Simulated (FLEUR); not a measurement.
# NdH2: which magnetic order is lowest, part 2 of 3

Aim: find out whether NdH2 carries moments, and which collinear order costs least.

FLEUR MaX-R8.1; LDA (VWN) with U = 7.5 eV on Nd f; all-electron FLAPW, Dirac cores, scalar-relativistic bands.

So far. Step 2 (Start 1: ferro +): After 23 cycles the largest moment stands at 3.08 μB.

## Step 3: Order 2, typed as antiferro q=(0,0,1/2) +-

An opposed order shows whether neighbours prefer unlike signs.

This order needs a doubled cell of 6 atoms. The mesh is halved along the doubled vector, so that both cells sample the same points. The k list default-1 (kpts.xml, not shown) is a Γ-centred 8×8×4 mesh.

inp.xml reads:

```
<?xml version="1.0" encoding="UTF-8" standalone="no"?>
<fleurInput fleurInputVersion="0.39">
   <comment>
      NdH2
   </comment>
   <calculationSetup>
      <cutoffs Kmax="3.6" Gmax="10.8" GmaxXC="10.8" numbands="0"/>
      <scfLoop itmax="130" minDistance="0.0001" maxIterBroyd="15" imix="Anderson" alpha="0.05" precondParam="0.0" spinf="2.0" sdNocoIR="T"/>
      <coreElectrons ctail="T" frcor="F" kcrel="0" coretail_lmax="0"/>
      <xcFunctional name="vwn" relativisticCorrections="F"/>
      <magnetism jspins="2"/>
      <soc l_soc="F" theta="0.0" phi="0.0" spav="F"/>
      <expertModes spex="0" secvar="F"/>
      <geometryOptimization l_f="F" forcealpha="1.0" forcemix="BFGS" epsdisp="0.00001" epsforce="0.00001"/>
      <ldaU l_linMix="F" mixParam="0.05" spinf="1.0"/>
   </calculationSetup>
   <cell>
      <bzIntegration valenceElectrons="32.0" mode="hist" fermiSmearingEnergy="0.00293995">
         <kPointListSelection listName="default-1"/>
         <xi:include xmlns:xi="http://www.w3.org/2001/XInclude" href="kpts.xml"> </xi:include>
      </bzIntegration>
      <xi:include xmlns:xi="http://www.w3.org/2001/XInclude" href="sym.xml"> </xi:include>
      <bulkLattice scale="1.0">
         <bravaisMatrix>
            <row-1>    0.0000000000000000     5.1684009507809998     5.1684009507809998</row-1>
            <row-2>    5.1684009507809998     0.0000000000000000     5.1684009507809998</row-2>
            <row-3>   10.3368019015619996    10.3368019015619996     0.0000000000000000</row-3>
         </bravaisMatrix>
      </bulkLattice>
   </cell>
   <atomSpecies>
      <species name="Neodymium 3.001" element="Nd" atomicNumber="60">
         <mtSphere radius="2.8" gridPoints="925" logIncrement="0.014"/>
         <atomicCutoffs lmax="10" lnonsphr="8"/>
         <electronConfig flipSpins="F">
            <coreConfig>(1s1/2) (2s1/2) (2p1/2) (2p3/2) (3s1/2) (3p1/2) (3p3/2) (4s1/2) (3d3/2) (3d5/2) (4p1/2) (4p3/2) (4d3/2) (4d5/2)</coreConfig>
            <valenceConfig>(5s1/2) (5p1/2) (5p3/2) (6s1/2) (4f5/2) (4f7/2)</valenceConfig>
            <stateOccupation state="(4f5/2)" spinUp="1.2147857142857" spinDown="0.4995"/>
            <stateOccupation state="(4f7/2)" spinUp="2.2857142857143" spinDown="0.0"/>
         </electronConfig>
         <energyParameters s="6" p="6" d="5" f="4"/>
         <ldaU l="3" U="7.5" J="0.0" l_amf="F"/>
         <lo type="SCLO" l="0" n="5" eDeriv="0"/>
         <lo type="SCLO" l="1" n="5" eDeriv="0"/>
      </species>
      <species name="Neodymium -3.001" element="Nd" atomicNumber="60">
         <mtSphere radius="2.8" gridPoints="925" logIncrement="0.014"/>
         <atomicCutoffs lmax="10" lnonsphr="8"/>
         <electronConfig flipSpins="F">
            <coreConfig>(1s1/2) (2s1/2) (2p1/2) (2p3/2) (3s1/2) (3p1/2) (3p3/2) (4s1/2) (3d3/2) (3d5/2) (4p1/2) (4p3/2) (4d3/2) (4d5/2)</coreConfig>
            <valenceConfig>(5s1/2) (5p1/2) (5p3/2) (6s1/2) (4f5/2) (4f7/2)</valenceConfig>
            <stateOccupation state="(4f5/2)" spinUp="0.4995" spinDown="1.2147857142857"/>
            <stateOccupation state="(4f7/2)" spinUp="0.0" spinDown="2.2857142857143"/>
         </electronConfig>
         <energyParameters s="6" p="6" d="5" f="4"/>
         <ldaU l="3" U="7.5" J="0.0" l_amf="F"/>
         <lo type="SCLO" l="0" n="5" eDeriv="0"/>
         <lo type="SCLO" l="1" n="5" eDeriv="0"/>
      </species>
      <species name="Hydrogen (H)" element="H" atomicNumber="1">
         <mtSphere radius="1.32" gridPoints="437" logIncrement="0.019"/>
         <atomicCutoffs lmax="6" lnonsphr="4"/>
         <electronConfig flipSpins="F">
            <coreConfig></coreConfig>
            <valenceConfig>(1s1/2)</valenceConfig>
            <stateOccupation state="(1s1/2)" spinUp="0.500000" spinDown="0.500000"/>
         </electronConfig>
         <energyParameters s="1" p="2" d="3" f="4"/>
      </species>
   </atomSpecies>
   <atomGroups>
      <atomGroup species="Neodymium 3.001">
         <relPos label="                   1">.0000000000 .0000000000 .0000000000</relPos>
         <force calculate="T" relaxXYZ="TTT"/>
      </atomGroup>
      <atomGroup species="Neodymium -3.001">
         <relPos label="                   2">.0000000000 .0000000000 1.000/2.000</relPos>
         <force calculate="T" relaxXYZ="TTT"/>
      </atomGroup>
      <atomGroup species="Hydrogen (H)">
         <relPos label="                   3">1.000/4.000 1.000/4.000 1.000/8.000</relPos>
         <relPos label="                   6">-1.000/4.000 -1.000/4.000 -1.000/8.000</relPos>
         <force calculate="T" relaxXYZ="TTT"/>
      </atomGroup>
      <atomGroup species="Hydrogen (H)">
         <relPos label="                   4">1.000/4.000 1.000/4.000 -3.000/8.000</relPos>
         <relPos label="                   5">-1.000/4.000 -1.000/4.000 3.000/8.000</relPos>
         <force calculate="T" relaxXYZ="TTT"/>
      </atomGroup>
   </atomGroups>
   <output dos="F" band="F" slice="F">
      <bandDOS minEnergy="-.5*Htr" maxEnergy="0.5*Htr" sigma="0.015" storeEVData="T"/>
      <plotting iplot="0" polar="F">
         <plot TwoD="T" vec1="  1.0  0.0  0.0" vec2="  0.0  1.0  0.0" vec3="  0.0  0.0  1.0" zero="  0.0  0.0  0.0" file="plot"/>
      </plotting>
      <moessbauerParams electricFieldGradient="F" isomerShift="F" coreHyperfine="F" valenceHyperfine="F"/>
   </output>
</fleurInput>
```

crystal.txt reads:

```
NdH2
&input film=F cartesian=F /
0.00000000000  2.73500000000  2.73500000000
2.73500000000  0.00000000000  2.73500000000
5.47000000000  5.47000000000  0.00000000000
1.8897261246
1.0 1.0 1.0

6
60 0.00000000000  0.00000000000  0.00000000000 : 3.001
60 0.00000000000  0.00000000000  0.50000000000 : -3.001
1 0.25000000000  0.25000000000  0.12500000000
1 0.25000000000  0.25000000000  0.62500000000
1 0.75000000000  0.75000000000  0.37500000000
1 0.75000000000  0.75000000000  0.87500000000

&kpt div1=8 div2=8 div3=4 gamma=T /
```

Started as:

```
$ OMP_NUM_THREADS=1 inpgen -f crystal.txt > inpgen.log  # inp.xml is then edited as shown
$ OMP_NUM_THREADS=1 mpirun -n 4 fleur_MPI > fleur.log
```

The program printed:

```text
[banner, memory and clock lines left out]
Welcome to FLEUR        (www.flapw.de)
      MaX-Release 8.1          (www.max-centre.eu)

 ========== k-point set info ==========
 Selected k-point list: default-1
 k-point list type: mesh
 0 x 0 x 0
 Number of k points: 80

 ------------Calculation Setup---------------------------
 Number of PE/node        :            4
 Number of OMP-threads    :            1
 k-points in parallel     :            4
 pe's per k-point         :            1
 No of k-point loops      :           20
 Eigenvalue solver        :       lapack
 Number of basis functions:          493
 Approximate size of matrices (H+S) per k-point:         0.004 GB
Nuclear radius smaller than smallest radial mesh point for atom type 3 -- skipping its core isomer shift
Nuclear radius smaller than smallest radial mesh point for atom type 4 -- skipping its core isomer shift
 Iteration:     1   Distance:      38.47695377 me/bohr^3
Nuclear radius smaller than smallest radial mesh point for atom type 3 -- skipping its core isomer shift
Nuclear radius smaller than smallest radial mesh point for atom type 4 -- skipping its core isomer shift
 Iteration:     2   Distance:      35.93977106 me/bohr^3
Nuclear radius smaller than smallest radial mesh point for atom type 3 -- skipping its core isomer shift
Nuclear radius smaller than smallest radial mesh point for atom type 4 -- skipping its core isomer shift
 Iteration:     3   Distance:      25.18578828 me/bohr^3
Nuclear radius smaller than smallest radial mesh point for atom type 3 -- skipping its core isomer shift
Nuclear radius smaller than smallest radial mesh point for atom type 4 -- skipping its core isomer shift
 Iteration:     4   Distance:      28.56323297 me/bohr^3
Nuclear radius smaller than smallest radial mesh point for atom type 3 -- skipping its core isomer shift
Nuclear radius smaller than smallest radial mesh point for atom type 4 -- skipping its core isomer shift
 Iteration:     5   Distance:      26.33775109 me/bohr^3
Nuclear radius smaller than smallest radial mesh point for atom type 3 -- skipping its core isomer shift
Nuclear radius smaller than smallest radial mesh point for atom type 4 -- skipping its core isomer shift
 Iteration:     6   Distance:       8.17785031 me/bohr^3
Nuclear radius smaller than smallest radial mesh point for atom type 3 -- skipping its core isomer shift
Nuclear radius smaller than smallest radial mesh point for atom type 4 -- skipping its core isomer shift
 Iteration:     7   Distance:       2.86581841 me/bohr^3
Nuclear radius smaller than smallest radial mesh point for atom type 3 -- skipping its core isomer shift
Nuclear radius smaller than smallest radial mesh point for atom type 4 -- skipping its core isomer shift
 Iteration:     8   Distance:       2.42775647 me/bohr^3
Nuclear radius smaller than smallest radial mesh point for atom type 3 -- skipping its core isomer shift
Nuclear radius smaller than smallest radial mesh point for atom type 4 -- skipping its core isomer shift
 Iteration:     9   Distance:       0.39084574 me/bohr^3
Nuclear radius smaller than smallest radial mesh point for atom type 3 -- skipping its core isomer shift
Nuclear radius smaller than smallest radial mesh point for atom type 4 -- skipping its core isomer shift
 Iteration:    10   Distance:       0.38113804 me/bohr^3
Nuclear radius smaller than smallest radial mesh point for atom type 3 -- skipping its core isomer shift
Nuclear radius smaller than smallest radial mesh point for atom type 4 -- skipping its core isomer shift
 Iteration:    11   Distance:       0.34372192 me/bohr^3
Nuclear radius smaller than smallest radial mesh point for atom type 3 -- skipping its core isomer shift
Nuclear radius smaller than smallest radial mesh point for atom type 4 -- skipping its core isomer shift
 Iteration:    12   Distance:       0.28567917 me/bohr^3
Nuclear radius smaller than smallest radial mesh point for atom type 3 -- skipping its core isomer shift
Nuclear radius smaller than smallest radial mesh point for atom type 4 -- skipping its core isomer shift
 Iteration:    13   Distance:       0.28600876 me/bohr^3
Nuclear radius smaller than smallest radial mesh point for atom type 3 -- skipping its core isomer shift
Nuclear radius smaller than smallest radial mesh point for atom type 4 -- skipping its core isomer shift
 Iteration:    14   Distance:       0.14770929 me/bohr^3
Nuclear radius smaller than smallest radial mesh point for atom type 3 -- skipping its core isomer shift
Nuclear radius smaller than smallest radial mesh point for atom type 4 -- skipping its core isomer shift
 Iteration:    15   Distance:       0.12667963 me/bohr^3
[... lines left out ...]
 Iteration:    16   Distance:       0.11740200 me/bohr^3
[... lines left out ...]
 Iteration:    17   Distance:       0.08701296 me/bohr^3
[... lines left out ...]
 Iteration:    18   Distance:       0.01254032 me/bohr^3
[... lines left out ...]
 Iteration:    19   Distance:       0.01191459 me/bohr^3
[... lines left out ...]
 Iteration:    20   Distance:       0.00049945 me/bohr^3
[... lines left out ...]
 Iteration:    21   Distance:       0.00026997 me/bohr^3
[... lines left out ...]
 Iteration:    22   Distance:       0.00046450 me/bohr^3
[... lines left out ...]
 Iteration:    23   Distance:       0.00023747 me/bohr^3
[... lines left out ...]
 Iteration:    24   Distance:       0.00024671 me/bohr^3
Nuclear radius smaller than smallest radial mesh point for atom type 3 -- skipping its core isomer shift
Nuclear radius smaller than smallest radial mesh point for atom type 4 -- skipping its core isomer shift
 Iteration:    25   Distance:       0.00033156 me/bohr^3
Nuclear radius smaller than smallest radial mesh point for atom type 3 -- skipping its core isomer shift
Nuclear radius smaller than smallest radial mesh point for atom type 4 -- skipping its core isomer shift
 Iteration:    26   Distance:       0.00076352 me/bohr^3
Nuclear radius smaller than smallest radial mesh point for atom type 3 -- skipping its core isomer shift
Nuclear radius smaller than smallest radial mesh point for atom type 4 -- skipping its core isomer shift
 Iteration:    27   Distance:       0.00025381 me/bohr^3
Nuclear radius smaller than smallest radial mesh point for atom type 3 -- skipping its core isomer shift
Nuclear radius smaller than smallest radial mesh point for atom type 4 -- skipping its core isomer shift
 Iteration:    28   Distance:       0.00007133 me/bohr^3

 ********************************************************************
 Run finished successfully
 Stop message:
   all done
 ********************************************************************

--- out.xml (last complete iteration) ---
<iteration numberForCurrentRun="   28" overallNumber="   28">
         [... left out ...]
         <bandgap value="0.0000000454" units="eV"/>
         <sumValenceSingleParticleEnergies value="-7.5178893232" units="Htr"/>
         <FermiEnergy value="0.2735967924" units="Htr"/>
         <valenceDensity>
            <mtCharges spin="1">
               <mtCharge atomType="1" total="7.4376139" s="1.0521177" p="2.9337283" d="0.4416997" f="3.0072439"/>
               <mtCharge atomType="2" total="4.3647417" s="1.0477189" p="2.9187347" d="0.3617810" f="0.0335954"/>
               <mtCharge atomType="3" total="0.3545618" s="0.3465566" p="0.0070644" d="0.0008410" f="0.0000893"/>
               <mtCharge atomType="4" total="0.3593123" s="0.3520614" p="0.0063985" d="0.0007628" f="0.0000804"/>
            </mtCharges>
            <mtCharges spin="2">
               <mtCharge atomType="1" total="4.3647418" s="1.0477189" p="2.9187347" d="0.3617811" f="0.0335954"/>
               <mtCharge atomType="2" total="7.4376139" s="1.0521177" p="2.9337283" d="0.4416996" f="3.0072439"/>
               <mtCharge atomType="3" total="0.3593123" s="0.3520614" p="0.0063985" d="0.0007628" f="0.0000804"/>
               <mtCharge atomType="4" total="0.3545618" s="0.3465566" p="0.0070644" d="0.0008410" f="0.0000893"/>
            </mtCharges>
            <spinDependentCharge spin="1" total="16.0000000" interstitial="2.7698962" mtSpheres="13.2301038"/>
            <spinDependentCharge spin="2" total="16.0000000" interstitial="2.7698962" mtSpheres="13.2301038"/>
            <totalCharge value="32.0000000000"/>
         </valenceDensity>
         [... left out ...]
         <magneticMomentsInMTSpheres units="muBohr">
            <globalMagMoment atomType="1" vec="0.00000   0.00000   3.07287"/>
            <localMagMoment atomType="1" vec="0.00000   0.00000   3.07287"/>
            <globalMagMoment atomType="2" vec="0.00000   0.00000  -3.07287"/>
            <localMagMoment atomType="2" vec="0.00000   0.00000  -3.07287"/>
            <globalMagMoment atomType="3" vec="0.00000   0.00000  -0.00475"/>
            <localMagMoment atomType="3" vec="0.00000   0.00000  -0.00475"/>
            <globalMagMoment atomType="4" vec="0.00000   0.00000   0.00475"/>
            <localMagMoment atomType="4" vec="0.00000   0.00000   0.00475"/>
         </magneticMomentsInMTSpheres>
         [... left out ...]
         <totalEnergy value="   -19248.7713065903" units="Htr">
            <sumOfEigenvalues value="   -11879.8077214106">
               <coreElectrons value="-11872.2898320874"/>
               <valenceElectrons value="-7.5178893232"/>
            </sumOfEigenvalues>
            <densityCoulombPotentialIntegral value="-32057.5111124855"/>
            <densityEffectivePotentialIntegral value="-32633.0119147725"/>
            <chargeDenXCDenIntegral value="-433.7975343195"/>
            <FockExchangeEnergyValence value="0.0000000000"/>
            <FockExchangeEnergyCore value="0.0000000000"/>
         [... left out ...]
            <dftUCorrection value="-0.8054413460"/>
            <tkbTimesEntropy value="0.0015564698"/>
            <freeEnergy value="-19248.7728630601"/>
            <extrapolationTo0K value="-19248.7720848252"/>
         </totalEnergy>
         [... left out ...]
         <ldaUDensityMatrixConvergence>
            <distance spin="1" distance="0.000008"/>
            <distance spin="2" distance="0.000008"/>
         </ldaUDensityMatrixConvergence>
         <densityConvergence units="me/bohr^3">
            <chargeDensity spin="1" distance="0.0000454971"/>
            <chargeDensity spin="2" distance="0.0000453351"/>
            <overallChargeDensity distance="0.0000562349"/>
            <spinDensity distance="0.0000713312"/>
         </densityConvergence>
      </iteration>
```

Elapsed: 97 s, on 4 MPI ranks of Intel Xeon Platinum 8488C (Sapphire Rapids), shared host; peak memory 0.46 GiB.

Spin moment in the muffin-tin sphere by atom:

```csv
atom,spin moment in the muffin-tin sphere (μB)
Nd1,3.07
Nd2,-3.07
H3,0.00
H4,0.00
H5,0.00
H6,0.00
```

Read from the output:

```yaml
free_energy: -523785.7931 eV
program_s_band_gap_on_this_mesh_in_a_metal_only_a_level_spacing: 4.54e-8 eV
magnetization: 0 μB
final_state: antiferromagnetic
```

It lies 2.67 meV a seeded atom over the first start, and its largest moment is 3.07 μB against 3.08 μB.

[end of part 2 of 3]

[Logs and program files are shortened in this print: banners, set-up blocks, solver, clock and traceback lines can be left out without a mark of their own.]

[Logs are printed without paths, hosts, clocks, repeated set-up lines and the standing remarks that a program may print on its own settings, such as how far it seeks lower states.]

[Hosts, paths, dates, database ids (printed as entryN), source tags and the programs' standing remarks are cut or masked in the printed files.]

[Where a cell is said to come from a database of computed structures, the database is the Materials Project.]
